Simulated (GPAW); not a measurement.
# Li K ELNES/XANES of LiPb (Pm-3m) from DFT, part 2 of 2

Aim: the near-edge shape at the Li K edge of LiPb (Pm-3m), and what the core hole does to it.

GPAW 26.7.0; X-ray absorption from dipole matrix elements to empty bands, plane-wave PAW LDA.

So far. Step 2 (The field without a hole): The mesh shows no gap, so the system is treated as a metal and the core electron is put at the Fermi level (neutral cell). Step 3 (Spectrum without a core hole, Li atom 2): Main maxima below 24 eV (height): 3.2 eV (0.80), 4.4 eV (0.72), 8.5 eV (2.38) and 20.1 eV (1.25). A K edge sees empty p states on the absorber.

The database entry behind the starting cell is an old determination (1941), so it need not match the best structure at ambient conditions.

**5. Spectrum with XCH, Li atom 2**

The holes are 6.1 Å apart. In GPAW the data set carries the hole's charge, so charge=0 means a charged cell and charge=-1 a neutral one. The excited electron is kept in the cell, where it fills the lowest empty states and screens the hole. After the field has converged, empty bands are computed with the density fixed and the dipole matrix elements are summed.

The input, xas.py:

```python
import numpy as np
from ase import Atoms
from ase.parallel import parprint, paropen
from gpaw import GPAW, PW, FermiDirac, Mixer, MixerDif, setup_paths
from gpaw.test import gen
setup_paths.insert(0, '.')
gen('Li', name='fch1s', xcname='LDA', corehole=(1, 0, 1), write_xml=True)
from gpaw.mpi import world
world.barrier()

atoms = Atoms('Pb4Li4',
    cell=[[3.522, 3.522, 3.522],
     [-3.522, 3.522, -3.522],
     [-3.522, 3.522, 3.522]],
    scaled_positions=[[0, 0, 0],
     [0.5, 0.5, 0],
     [0, 0.5, 0.5],
     [0.5, 0, 0.5],
     [0.5, 0, 0],
     [0, 0.5, 0],
     [0.5, 0.5, 0.5],
     [0, 0, 0.5]],
    pbc=True)
atoms.calc = calc = GPAW(legacy_gpaw=True, mode=PW(500, force_complex_dtype=True), xc='LDA', setups={4: 'fch1s'},
    kpts={'size': (5, 5, 5), 'gamma': True}, occupations=FermiDirac(0.1),
    charge=-1, mixer=Mixer(0.1, 5, 50), maxiter=150,
    convergence={'density': 0.0001, 'eigenstates': 1e-6}, txt='scf.txt')
energy = atoms.get_potential_energy() + calc.get_reference_energy()
ef = calc.get_fermi_level()
out = dict(energy=energy, fermi=ef, forces=atoms.get_forces().tolist())
parprint(f'all-electron energy {energy:.4f} eV, Fermi level {ef:.4f} eV')
ev = np.array([[calc.get_eigenvalues(k, s) for k in range(len(calc.get_ibz_k_points()))] for s in range(calc.get_number_of_spins())])
out['homo'], out['lumo'], out['counts'] = ev[ev < ef].max(), ev[ev > ef].min(), sorted(set((ev < ef).sum((0, 2)).tolist()))
out['filled'] = (ev[:, 0] < ef).sum(1).tolist()

from ase.units import Ha
from gpaw.xas import dipole_matrix_elements
nb = int(calc.get_number_of_electrons() / 2) + 107
top, nb = nb, nb + 8 + nb // 12
nscf = calc.fixed_density(kpts={'size': (6, 6, 6), 'gamma': True}, nbands=nb,
    convergence={'bands': top, 'eigenstates': 5e-3}, maxiter=60, txt='nscf.txt')
cell = atoms.cell.array
ops = [cell.T @ U.T @ np.linalg.inv(cell.T) for U in nscf.wfs.kd.symmetry.op_scc]
E = np.arange(-6, 34, 0.1)
fwhm = np.interp(E, [4, 25], [0.9, 3.5])
Y, X, zero, highest = 0, 0, 1e9, 1e9
for spin in range(nscf.get_number_of_spins()):
    wfs = nscf.wfs
    mine = wfs.bd.get_slice()  # this rank's bands
    A = dipole_matrix_elements(wfs.setups[4])
    eps = np.zeros((wfs.kd.nibzkpts, nb))
    d = np.zeros((3, A.shape[1], wfs.kd.nibzkpts, nb), complex)
    for kpt in wfs.kpt_u:
        if kpt.s == spin and 4 in kpt.P_ani:
            eps[kpt.k, mine] = kpt.eps_n * Ha
            d[:, :, kpt.k, mine] = (kpt.weight * wfs.nspins / 2) ** 0.5 * np.inner(A, kpt.P_ani[4])
    world.sum(eps)
    world.sum(d)
    T = np.einsum('amkn,bmkn->abkn', d, d.conj()).real
    T = sum(np.einsum('ai,ijkn,bj->abkn', R, T, R) for R in ops) / len(ops)
    empty = eps > ef
    zero, highest = min(zero, eps[empty].min()), min(highest, eps[:, top - 1].min())
    lines = [(eps, T, empty)] if spin == 0 else lines + [(eps, T, empty)]
for eps, T, empty in lines:
    f = np.einsum('aakn->akn', T).reshape(3, -1)
    x = eps.ravel() - zero
    w = np.interp(x, E, fwhm) / 2.35482
    g = np.exp(-0.5 * ((E[:, None] - x) / w) ** 2) / (w * (2 * np.pi) ** 0.5)
    Y = Y + (f * empty.ravel()) @ g.T
    X = X + (f * ~empty.ravel()) @ g.T
out.update(E=E.round(2).tolist(), xas=Y.tolist(), xes=X.tolist(), zero=zero, valid=highest - zero, nk=len(eps), nb=nb)
for i in range(0, len(E), 10):
    parprint(f'{E[i]:7.2f}', *(f'{v:10.3e}' for v in Y[:, i]))
import json
with paropen('out.json', 'w') as f:
    json.dump(out, f)
```

Launch:

```
$ OMP_NUM_THREADS=1 mpirun -n 4 gpaw python xas.py
```

Numbers of over 12 decimals in the logs are rounded to 6 here.

The program printed:

```text
Input parameters:
  charge: -1
  convergence: {density: 0.0001,
                eigenstates: 1e-06}
  kpts: {gamma: True,
         size: (5, 5, 5)}
  maxiter: 150
  mixer: {backend: pulay,
          beta: 0.1,
          method: separate,
          nmaxold: 5,
          weight: 50}
  mode: {ecut: 500.0,
         force_complex_dtype: True,
         name: pw}
  occupations: {fixmagmom: False,
                name: fermi-dirac,
                width: 0.1}
  setups: {4: fch1s}

Initialize ...

[... PAW data sets ...]

Reference energy: -2268614.781109  # eV

Spin-paired calculation

[... convergence settings ...]
Symmetries present (total): 12
  [... symmetry matrices ...]

125 k-points: 5 x 5 x 5 Monkhorst-Pack grid
19 k-points in the irreducible part of the Brillouin zone
       k-points in crystal coordinates                weights
   0:     0.00000000    0.00000000    0.00000000          1/125
   1:     0.00000000    0.20000000    0.20000000          6/125
   2:     0.00000000    0.40000000   -0.20000000          6/125
   3:     0.00000000    0.40000000    0.20000000          6/125
   4:     0.00000000    0.40000000    0.40000000          6/125
   5:     0.20000000   -0.40000000    0.40000000          2/125
   6:     0.20000000    0.00000000    0.20000000          6/125
   7:     0.20000000    0.20000000    0.20000000          6/125
   8:     0.20000000    0.20000000    0.40000000         12/125
   9:     0.20000000    0.40000000   -0.20000000          6/125
          ...
  18:     0.40000000    0.40000000    0.40000000          6/125

Wave functions: Plane wave expansion
  Cutoff energy: 500.000 eV
  Number of coefficients (min, max): 4417, 4463
  Pulay-stress correction: 0.000000 eV/Ang^3 (de/decut=0.000000)
  Using FFTW library
  Wavefunction extrapolation:
    Improved wavefunction reuse through dual PAW basis

Occupation numbers: Fermi-Dirac:
  width: 0.1000  # eV

Eigensolver
   Davidson(niter=2)

Densities:
  Coarse grid: 32*32*32 grid
  Fine grid: 64*64*64 grid
  Total Charge: 0.000000

Density mixing:
  Method: separate
  Backend: pulay
  Linear mixing parameter: 0.1
  old densities: 5
  Width of damping distribution: 1.1
  Damping of long wavelength oscillations: 50

[... Hamiltonian set-up ...]
Number of atoms: 8
Number of atomic orbitals: 52
Number of bands in calculation: 41
Number of valence electrons: 61
Bands to converge: occupied

... initialized

Initializing position-dependent things.

Density initialized from atomic densities
Creating initial wave functions:
  41 bands from LCAO basis set

                  Pb
               Li

             Li      Li
          Pb      Pb

                Pb
             Li

Atomic positions and initial magnetic moments

Positions:
   0 Pb     0.000000    0.000000    0.000000    ( 0.0000,  0.0000,  0.0000)
   1 Pb     0.000000    3.522000    0.000000    ( 0.0000,  0.0000,  0.0000)
   2 Pb    -3.522000    3.522000    0.000000    ( 0.0000,  0.0000,  0.0000)
   3 Pb     0.000000    3.522000    3.522000    ( 0.0000,  0.0000,  0.0000)
   4 Li     1.761000    1.761000    1.761000    ( 0.0000,  0.0000,  0.0000)
   5 Li    -1.761000    1.761000   -1.761000    ( 0.0000,  0.0000,  0.0000)
   6 Li    -1.761000    5.283000    1.761000    ( 0.0000,  0.0000,  0.0000)
   7 Li    -1.761000    1.761000    1.761000    ( 0.0000,  0.0000,  0.0000)

Unit cell:
           periodic     x           y           z      points  spacing
  1. axis:    yes    3.522000    3.522000    3.522000    32     0.1557
  2. axis:    yes   -3.522000    3.522000   -3.522000    32     0.1557
  3. axis:    yes   -3.522000    3.522000    3.522000    32     0.1557

  Lengths:   6.100283   6.100283   6.100283
  Angles:   70.528779  70.528779 109.471221

Effective grid spacing dv^(1/3) = 0.1747

iter:   1   -42.637573
iter:   2   -40.493054   -1.15  -1.12
iter:   3   -38.915725   -1.43  -1.30
iter:   4   -38.728560   -1.94  -1.59
iter:   5   -38.657106   -1.80  -1.73
iter:   6   -38.661391   -2.98  -2.28
iter:   7   -38.656840c  -2.71  -2.18
iter:   8   -38.643157c  -3.39  -2.47
iter:   9   -38.641899c  -4.66  -2.93
iter:  10   -38.642587c  -5.15  -2.80
iter:  11   -38.642811c  -4.79  -3.12
iter:  12   -38.642817c  -5.34  -3.78
iter:  13   -38.642808c  -5.37  -3.79
iter:  14   -38.642815c  -5.69  -3.38
iter:  15   -38.642814c  -6.73c -4.56c

Converged after 15 iterations.

Dipole moment: (0.000000, -0.000000, 0.000000) |e|*Ang

Energy contributions relative to reference atoms: (reference = -2268614.781109)

Kinetic:        +36.171782
Potential:      -38.003466
External:        +0.000000
XC:             -36.899965
Entropy (-ST):   -0.083804
Local:           +0.130736
SIC:             +0.000000
--------------------------
Free energy:    -38.684716
Extrapolated:   -38.642814

Showing only first 2 kpts
 Kpt  Band  Eigenvalues  Occupancy
  0    28      2.86106    2.00000
  0    29      2.86106    2.00000
  0    30      5.84728    0.55935
  0    31      7.51229    0.00000

  1    28      3.20321    2.00000
  1    29      3.55524    2.00000
  1    30      6.20927    0.02059
[...]
Fermi level: 5.75267

No gap
No difference between direct/indirect transitions

Forces in eV/Ang:
  0 Pb   -0.00000   -0.00000   -0.00000
  1 Pb   -0.00000    0.00000    0.00000
  2 Pb    0.00000    0.00000    0.00000
  3 Pb    0.00000   -0.00000    0.00000
  4 Li    0.00000   -0.00000   -0.00000
  5 Li   -0.00000    0.00000   -0.00000
  6 Li   -0.00000   -0.00000    0.00000
  7 Li    0.00000   -0.00000   -0.00000
Scalar-relativistic atomic LDA calculation for Li (Lithium, Z=3)
Core hole in 1s state (1s occupation: 1.0)
300 radial gridpoints.
|------------------------------------------------|
|------------------------------------------------|
[... the atom generator's iteration count ...]

Energy contributions:
-------------------------
Kinetic:       +4.802428
XC:            -0.868730
Potential:     -8.792701
-------------------------
Total:         -4.859003

state      eigenvalue         ekin         rmax
-----------------------------------------------
1s^1.0 :    -3.111117     4.172383        0.342
2s^1.0 :    -0.451969     0.630045        2.146
2p^0.0 :    -0.373048     0.566752        1.896
-----------------------------------------------
(units: Bohr and Hartree)

Generating PAW setup
Kinetic energy of the core from tauc = 4.172937
Cutoffs:
rc(s)=2.000
rc(p)=2.000
rc(d)=2.000
rc(vbar)=1.800
rc(comp)=2.000
rc(nct)=2.000

Kinetic energy of the core states: 4.172383
Charge: 1.0
Core electrons: 1.0
Valence electrons: 1.0
Pseudo-core charge: 0.040575
Shape function alpha=2.500
Pseudo-electron charge 1.068451
state    eigenvalue         norm
--------------------------------
2s(1) :    -0.451969     1.027876
*s    :     0.548031
2p(0) :    -0.373048     0.945113
*p    :     0.626952
*d    :     0.000000
--------------------------------

Diagonalizing with gridspacing h=0.050

state   all-electron     PAW
-------------------------------
2s:      -0.451969    -0.451984
2p:      -0.373048    -0.373160
*d:                   -0.093511
*f:                   -0.020693
-------------------------------
all-electron energy -2268653.4239 eV, Fermi level 5.7527 eV
[...]
31.00  8.467e-04  8.467e-04  8.467e-04
  32.00  6.857e-04  6.857e-04  6.857e-04
  33.00  6.380e-04  6.380e-04  6.380e-04
```

Run time: 57 s. Hardware: 4 MPI ranks of AMD EPYC 9R14 (Zen 4), shared host; peak memory 0.42 GiB.

The Li K spectrum, Li atom 2, excited-electron core hole (neutral cell) (energy from the lowest empty level; intensity scaled to a mean of 1 over the first 20 eV):

| E (eV) | intensity |
| --- | --- |
| -2.0 | 0.00 |
| -1.5 | 0.00 |
| -1.0 | 0.00 |
| -0.5 | 0.03 |
| 0.0 | 0.19 |
| 0.5 | 0.63 |
| 1.0 | 1.39 |
| 1.5 | 1.90 |
| 2.0 | 1.76 |
| 2.5 | 1.02 |
| 3.0 | 0.66 |
| 3.5 | 0.77 |
| 4.0 | 1.11 |
| 4.5 | 1.21 |
| 5.0 | 1.87 |
| 5.5 | 3.23 |
| 6.0 | 3.34 |
| 6.5 | 2.41 |
| 7.0 | 1.31 |
| 7.5 | 0.69 |
| 8.0 | 0.54 |
| 8.5 | 0.58 |
| 9.0 | 0.54 |
| 9.5 | 0.44 |
| 10.0 | 0.39 |
| 10.5 | 0.40 |
| 11.0 | 0.43 |
| 11.5 | 0.46 |
| 12.0 | 0.48 |
| 12.5 | 0.53 |
| 13.0 | 0.60 |
| 13.5 | 0.66 |
| 14.0 | 0.68 |
| 14.5 | 0.69 |
| 15.0 | 0.70 |
| 15.5 | 0.73 |
| 16.0 | 0.78 |
| 16.5 | 0.84 |
| 17.0 | 0.92 |
| 17.5 | 0.98 |
| 18.0 | 1.01 |
| 18.5 | 0.98 |
| 19.0 | 0.92 |
| 19.5 | 0.83 |
| 20.0 | 0.74 |
| 20.5 | 0.67 |
| 21.0 | 0.62 |
| 21.5 | 0.58 |
| 22.0 | 0.57 |
| 22.5 | 0.58 |
| 23.0 | 0.59 |
| 23.5 | 0.60 |
| 24.0 | 0.60 |
| 24.5 | 0.59 |
| 25.0 | 0.57 |
| 25.5 | 0.55 |
| 26.0 | 0.52 |
| 26.5 | 0.51 |
| 27.0 | 0.49 |
| 27.5 | 0.48 |
| 28.0 | 0.47 |
| 28.5 | 0.45 |
| 29.0 | 0.43 |
| 29.5 | 0.40 |
| 30.0 | 0.36 |
| 30.5 | 0.32 |
| 31.0 | 0.28 |
| 31.5 | 0.25 |
| 32.0 | 0.23 |

Main maxima below 24 eV (height): 1.7 eV (1.96), 5.8 eV (3.48) and 18.0 eV (1.01). 

The total-energy difference is 57.60 eV. One term is added: -3.34 eV, since the hole is spin-paired here and a spin-polarised one costs that much less in the free atom (computed apart). The photon energy is then 54.26 eV. The tabulated edge of the element is 54.7 eV. The functional leaves an error in such absolute values: in the free atom LDA prices this hole 1.0 eV below PBE (computed apart), and PBE is itself good to a few eV.

**6. With and without the hole**

Both curves are counted from their own zero, so only the shift of weight within the empty states shows.

| E (eV) | no hole | XCH |
| --- | --- | --- |
| -2.0 | 0.00 | 0.00 |
| -1.0 | 0.00 | 0.00 |
| 0.0 | 0.17 | 0.19 |
| 1.0 | 0.27 | 1.39 |
| 2.0 | 0.35 | 1.76 |
| 3.0 | 0.79 | 0.66 |
| 4.0 | 0.64 | 1.11 |
| 5.0 | 0.57 | 1.87 |
| 6.0 | 1.05 | 3.34 |
| 7.0 | 1.69 | 1.31 |
| 8.0 | 2.32 | 0.54 |
| 9.0 | 2.30 | 0.54 |
| 10.0 | 1.61 | 0.39 |
| 11.0 | 1.01 | 0.43 |
| 12.0 | 0.70 | 0.48 |
| 13.0 | 0.62 | 0.60 |
| 14.0 | 0.75 | 0.68 |
| 15.0 | 0.82 | 0.70 |
| 16.0 | 0.80 | 0.78 |
| 17.0 | 0.83 | 0.92 |
| 18.0 | 0.94 | 1.01 |
| 19.0 | 1.13 | 0.92 |
| 20.0 | 1.25 | 0.74 |
| 21.0 | 1.17 | 0.62 |
| 22.0 | 0.97 | 0.57 |
| 23.0 | 0.83 | 0.59 |
| 24.0 | 0.81 | 0.60 |
| 25.0 | 0.83 | 0.57 |
| 26.0 | 0.85 | 0.52 |
| 27.0 | 0.84 | 0.49 |

With each curve scaled to its own mean, the area from −2 to 6 eV with the hole is 8.8 against 3.4, and the centre of weight from −1 to 20 eV moves by -1.9 eV: the hole pulls the absorber's empty states down.

**7. Outcome**

```yaml
absorber_and_edge: Li K, atom 2 of the ground-state input (counted from 1)
surroundings: 8 Pb at 3.05 Å and 6 Li at 3.52 Å (cube and octahedron, as in bcc, site symmetry m-3m)
highest_intensity_below_16_ev: 5.8 eV above the zero, height 3.48
photon_energy_of_the_zero_with_the_added_terms: 54.3 eV (raw 57.6 eV; LDA puts this hole about 1 eV below PBE, itself good to a few eV)
```

In words: The Li K edge of atom 2, with 8 Pb at 3.05 Å and 6 Li at 3.52 Å (cube and octahedron, as in bcc, site symmetry m-3m), has its highest intensity of the first 16 eV at 5.8 eV above the zero, near 60 eV in photon energy (LDA puts this hole about 1 eV below PBE, itself good to a few eV), 3.5 times the mean level of the first 20 eV (Gaussian full width 0.9 eV up to 4 eV, rising linearly to 3.5 eV at 25 eV). With each curve scaled to its own mean, the area from −2 to 6 eV with the hole is 8.8 against 3.4, and the centre of weight from −1 to 20 eV moves by -1.9 eV: the hole pulls the absorber's empty states down. The holes are only 6.1 Å apart, so the shape is probably not converged with cell size; no larger cell was run here. The structure is a published determination, not relaxed.

[Banner, clock and machine lines of the logs are left out without a mark of their own.]

[Logs are printed without paths, hosts, clocks, repeated set-up lines and the standing remarks that a program may print on its own settings, such as how far it seeks lower states.]

[Hosts, paths, dates, database ids (printed as entryN), source tags and the programs' standing remarks are cut or masked in the printed files.]

[Lists of maxima count a maximum above −3 eV only where it reaches 4 % of the highest in the window and stands out from its surroundings by 2 % of it (1.5 % where it reaches 55 %); shoulders and weaker maxima are passed over, and of the rest the first, up to two pre-edge ones and the few strongest are named.]
